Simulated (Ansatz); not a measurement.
# GaAs (F-43m): zone-centre modes under pressure

Aim: how do the optical modes of GaAs (F-43m) move with volume?

Method: DFT PBE, scalar-relativistic, plane waves, PAW; PAW set soft_1, in Ansatz 0.2.0.

Report form: the programs' logs are mostly left out.

## 1. The starting structure

Symmetry: F-43m, No. 216, cubic system. Conventional cell: a = 5.654 Å, b = 5.654 Å, c = 5.654 Å, α = 90.00°, β = 90.00°, γ = 90.00°. Nearest to Ga lie 4 As at 2.45 Å. Nearest to As lie 4 Ga at 2.45 Å. Farther neighbours are not listed.

Structure file:

```cif
data_structure
_symmetry_space_group_name_H-M 'F-43m'
_symmetry_Int_Tables_number 216
_cell_length_a 5.6537
_cell_length_b 5.6537
_cell_length_c 5.6537
_cell_angle_alpha 90.000
_cell_angle_beta 90.000
_cell_angle_gamma 90.000
_cell_volume 180.72
loop_
_atom_site_label
_atom_site_type_symbol
_atom_site_symmetry_multiplicity
_atom_site_Wyckoff_symbol
_atom_site_fract_x
_atom_site_fract_y
_atom_site_fract_z
_atom_site_occupancy
Ga1 Ga 4 a 0.00000 0.00000 0.00000 1
As1 As 4 c 0.25000 0.25000 0.25000 1
```

## 2. Bringing the structure to rest

The cell and atoms are relaxed, since residual forces and stress would shift the frequencies.

input.yaml

```yaml
crystal:
  lattice:
    - [0.0, 2.82685, 2.82685]
    - [2.82685, 0.0, 2.82685]
    - [2.82685, 2.82685, 0.0]
  atoms:
    - { symbol: Ga, position: [0.0, 0.0, 0.0] }
    - { symbol: As, position: [0.75, 0.75, 0.75] }
kpoints:
  mp_grid: { grid: [12, 12, 12] }
hamiltonian:
  xc: pbe
  pseudopotentials: { kind: paw, azcp: { folder: soft_1 } }
scf:
  occupations: { method: gaussian, width: 0.02 }
output:
  forces: true
  stress: true
  eigenvalues: true
relax:
  adjacent_minimum: "off"
  f_tol: 0.005
  max_steps: 80
  cell: { stress_tol: 0.05 }
```

Command:

```bash
$ ansatz run input.yaml --threads 4 --pin off --max-ram 10240MiB --backend cpu --events-out ev --progress --plain --runs-dir out
```

Wall time 9.1 s (4 threads of Arm Neoverse V1, shared host); peak memory 0.43 GiB; 34 s of CPU time.

The steps of the relaxation:

```csv
step,energy less that of the first step (eV),largest force component (eV/Å),pressure (GPa),volume (Å³)
1,0.0000,0.0000,3.31,45.18
2,-0.0209,0.0000,0.62,46.96
3,-0.0217,0.0000,0.05,47.39
4,-0.0217,0.0000,0.00,47.43
5*,-0.0222,0.0000,0.00,47.43
```

Relaxation steps marked * repeat the geometry before them on a plane-wave basis chosen anew for their cell, so energy and pressure can jump there.

Forces are held to the 24 operations that the run works with; a distortion that breaks them can't arise in this run.

| conventional cell, symmetrised | before | after | change |
| --- | --- | --- | --- |
| a (Å) | 5.654 | 5.746 | +1.6 % |
| b (Å) | 5.654 | 5.746 | +1.6 % |
| c (Å) | 5.654 | 5.746 | +1.6 % |
| volume (Å³/atom) | 22.59 | 23.71 | +5.0 % |

The relaxed structure:

```xyz
2
Lattice="0.0000 2.8729 2.8729 2.8729 0.0000 2.8729 2.8729 2.8729 0.0000" Properties=species:S:1:pos:R:3 pbc="T T T"
Ga    0.0000    0.0000    0.0000
As    4.3094    4.3094    4.3094
```

This step gave:

| Quantity | Value |
| --- | --- |
| pressure | 8.44e-4 GPa |
| gap on the k-mesh | 0.1614 eV |
| volume per atom | 23.71 Å³ |

In this step the volume went from 22.59 to 23.71 Å³/atom.

## 3. Tight relaxation

Phonons need small forces and stress, so the relaxation is finished with tight tolerances on 12×12×12 k points.

input.yaml, the sections that differ from step 2:

```yaml
crystal:
  lattice:
    - [0.0, 2.8729472222, 2.8729472222]
    - [2.8729472222, 0.0, 2.8729472222]
    - [2.8729472222, 2.8729472222, 0.0]
  atoms:
    - { symbol: Ga, position: [0.0, 0.0, 0.0] }
    - { symbol: As, position: [0.75, 0.75, 0.75] }
relax:
  adjacent_minimum: "off"
  f_tol: 0.001
  max_steps: 60
  cell: { stress_tol: 0.01 }
# kpoints, hamiltonian, scf, output: as in step 2
```

Elapsed: 4.5 s, on 4 threads; peak memory 0.41 GiB.

Little changed from the start: no atom moved by 0.005 Å and no cell edge by 0.1 %.

Numbers from this step:

* pressure: 8.54e-4 GPa

The forces vanish by symmetry and the pressure is 0.001 GPa, within the tolerances set. The cell now holds 23.71 Å³/atom.

## 4. Zone-centre response at rest

Phonons follow from the second derivative of the energy, found here by linear response.

The modes at rest are the reference of the series.

Changes to input.yaml since step 3:

```diff
@@ -16,9 +16,4 @@
 output:
-  forces: true
-  stress: true
   eigenvalues: true
-relax:
-  adjacent_minimum: "off"
-  f_tol: 0.001
-  max_steps: 60
-  cell: { stress_tol: 0.01 }
+phonons:
+  method: dfpt
```

Run time: 14 s. Hardware: 4 threads; peak memory 0.72 GiB.

This step gave:

```
sum-rule residual before enforcement                    : 1.26e-5 eV/Å²
point group                                             : -43m
highest optical mode at the zone centre (no LO-TO term) : 251.9 cm⁻¹
lowest optical zone-centre mode                         : 251.9 cm⁻¹
```

Without the LO-TO term. Patterns of degenerate modes are one choice out of their space. Modes at Γ, with each element's share of the kinetic energy:

```
mode  frequency (cm⁻¹)  symmetry  Ga %  As %
   1               0.0  acoustic    48    52
   2               0.0  acoustic    48    52
   3               0.0  acoustic    48    52
   4             251.9        T2    52    48
   5             251.9        T2    52    48
   6             251.9        T2    52    48
```

Displacements in mode 5 (251.9 cm⁻¹), the largest set to 1:
```
Ga1  0.00  1.00  0.00
As2  0.00 -0.93  0.00
```

Before it was imposed, the acoustic sum rule was missed by 1.3e-5 eV/Å². Small misses are needed for a sound result but don't prove that mesh and cutoff are converged. The lowest optical mode is real, 252 cm⁻¹.

## 5. Ground state of a member: 0.9 times the volume at rest

The cell is set to 0.9 times the volume at rest; symmetry leaves nothing else free, so this is a single point.

input.yaml, the sections that differ from step 4:

```yaml
crystal:
  lattice:
    - [0.0, 2.7738000456, 2.7738000456]
    - [2.7738000456, 0.0, 2.7738000456]
    - [2.7738000456, 2.7738000456, 0.0]
  atoms:
    - { symbol: Ga, position: [0.0, 0.0, 0.0] }
    - { symbol: As, position: [0.75, 0.75, 0.75] }
output:
  forces: true
  stress: true
  eigenvalues: true
# kpoints, hamiltonian, scf: as in step 4
# phonons: removed
```

It took 2 s on 4 threads; peak memory 0.38 GiB; 6.6 s of CPU time.

Numbers from this step:

```
pressure          : 8.209 GPa
gap on the k-mesh : 0.9534 eV
volume per atom   : 21.34 Å³
```

The forces vanish by symmetry, at a pressure of 8.21 GPa.

## 6. Modes of this member: 0.9 times the volume at rest

The zone-centre modes follow for 0.9 times the volume at rest.

Changes to input.yaml since step 5:

```diff
@@ -14,6 +14,6 @@
 scf:
-  occupations: { method: gaussian, width: 0.02 }
+  occupations: { method: fixed }
 output:
-  forces: true
-  stress: true
   eigenvalues: true
+phonons:
+  method: dfpt
```

Elapsed: 13 s, on 4 threads; peak memory 0.68 GiB.

Numbers from this step:

```yaml
sum_rule_residual_before_enforcement: 2.46e-4 eV/Å²
highest_optical_mode_at_the_zone_centre_no_lo_to_term: 285.9 cm⁻¹
lowest_optical_zone_centre_mode: 285.9 cm⁻¹
```

Without the LO-TO term. Patterns of degenerate modes are one choice out of their space. The modes at Γ (shares of kinetic energy by element, %):

| mode | frequency (cm⁻¹) | symmetry | Ga % | As % |
| --- | --- | --- | --- | --- |
| 1 | 0.0 | acoustic | 48 | 52 |
| 2 | 0.0 | acoustic | 48 | 52 |
| 3 | 0.0 | acoustic | 48 | 52 |
| 4 | 285.9 | T2 | 52 | 48 |
| 5 | 285.9 | T2 | 52 | 48 |
| 6 | 285.9 | T2 | 52 | 48 |

The optical mode without the LO-TO term lies at 285.9 cm⁻¹.

For the highest optical mode at the zone centre (no LO-TO term), step 4 gave 252 cm⁻¹; this run, with occupations fixed and volume ratio 0.9, gives 286 cm⁻¹ (+14 %).

## 7. Ground state of a member: 0.99 times the volume at rest

The cell is set to 0.99 times the volume at rest; symmetry leaves nothing else free, so this is a single point.

input.yaml, the sections that differ from step 6:

```yaml
crystal:
  lattice:
    - [0.0, 2.8633386313, 2.8633386313]
    - [2.8633386313, 0.0, 2.8633386313]
    - [2.8633386313, 2.8633386313, 0.0]
  atoms:
    - { symbol: Ga, position: [0.0, 0.0, 0.0] }
    - { symbol: As, position: [0.75, 0.75, 0.75] }
scf:
  occupations: { method: gaussian, width: 0.02 }
output:
  forces: true
  stress: true
  eigenvalues: true
# kpoints, hamiltonian: as in step 6
# phonons: removed
```

Run time: 2.2 s. Hardware: 4 threads; peak memory 0.39 GiB.

This step gave:

```
pressure          : 0.6280 GPa
gap on the k-mesh : 0.2343 eV
volume per atom   : 23.48 Å³
```

The forces vanish by symmetry, at a pressure of 0.63 GPa.

## 8. Modes of this member: 0.99 times the volume at rest

The zone-centre modes follow for 0.99 times the volume at rest.

Changes to input.yaml since step 7:

```diff
@@ -16,4 +16,4 @@
 output:
-  forces: true
-  stress: true
   eigenvalues: true
+phonons:
+  method: dfpt
```

Wall time 14 s (4 threads); peak memory 0.75 GiB.

This step gave:

```yaml
gap_on_the_k_mesh: 0.2344 eV
sum_rule_residual_before_enforcement: 1.28e-5 eV/Å²
highest_optical_mode_at_the_zone_centre_no_lo_to_term: 255.0 cm⁻¹
lowest_optical_zone_centre_mode: 255.0 cm⁻¹
```

Without the LO-TO term. Patterns of degenerate modes are one choice out of their space. The modes at Γ (shares of kinetic energy by element, %):

| mode | frequency (cm⁻¹) | symmetry | Ga % | As % |
| --- | --- | --- | --- | --- |
| 1 | 0.0 | acoustic | 48 | 52 |
| 2 | 0.0 | acoustic | 48 | 52 |
| 3 | 0.0 | acoustic | 48 | 52 |
| 4 | 255.0 | T2 | 52 | 48 |
| 5 | 255.0 | T2 | 52 | 48 |
| 6 | 255.0 | T2 | 52 | 48 |

The optical mode without the LO-TO term lies at 255.0 cm⁻¹.

## 9. The series together

The members are set side by side, also those not shown above.

Each row is one cell with its response, relaxed at fixed volume as far as symmetry leaves anything free; energies are extrapolated to zero smearing, and E0 is that at rest; members with a gap under 0.05 eV are left out; shape and atoms are relaxed in each cell where symmetry leaves them free. State of the crystal along the series:

```
volume ratio  V (Å³/atom)  pressure (GPa)  E - E0 (meV/atom)  gap on mesh (eV)
         0.9        21.34           8.209              55.02            0.9534
        0.92        21.82           6.174              33.79            0.7834
        0.94        22.29           4.358              18.26            0.6194
        0.96        22.76           2.737              7.799            0.4612
        0.98        23.24           1.292               1.88            0.3085
        0.99        23.48           0.628              0.464            0.2343
           1        23.71         8.54e-4                  0            0.1614
```

Each mode is tracked from rest by its pattern, and modes that stay within 0.3 cm⁻¹ of each other stand once; members with a gap under 0.05 eV are left out; shape and atoms are relaxed in each cell where symmetry leaves them free. Optical modes along the series:

```csv
V (Å³/atom),mode 4 T2 (cm⁻¹)
21.34,285.9
21.82,278.6
22.29,271.5
22.76,264.7
23.24,258.2
23.48,255
23.71,251.9
```

## 10. What came out

| Item | Value |
| --- | --- |
| members | 7 |
| highest optical mode at the zone centre (no LO-TO term), at rest | 251.9 cm⁻¹ |

**Reading.** The series spans 0.0 to 8.2 GPa. One k mesh and one cutoff serve the ground states and modes of all volumes. At volume ratio 1.02, 1.04 and 1.06 the gap on the mesh is under 0.05 eV, where mesh and smearing no longer suit, so these members are left out. These are harmonic frequencies at zero temperature: anharmonic shifts, linewidths and thermal expansion are left out. Only the zone centre was solved, so an instability at another wavevector cannot show here.

[Logs are printed without paths, hosts, clocks, repeated set-up lines and the standing remarks that a program may print on its own settings, such as how far it seeks lower states.]

[Hosts, paths, dates, database ids (printed as entryN), source tags and the programs' standing remarks are cut or masked in the printed files.]
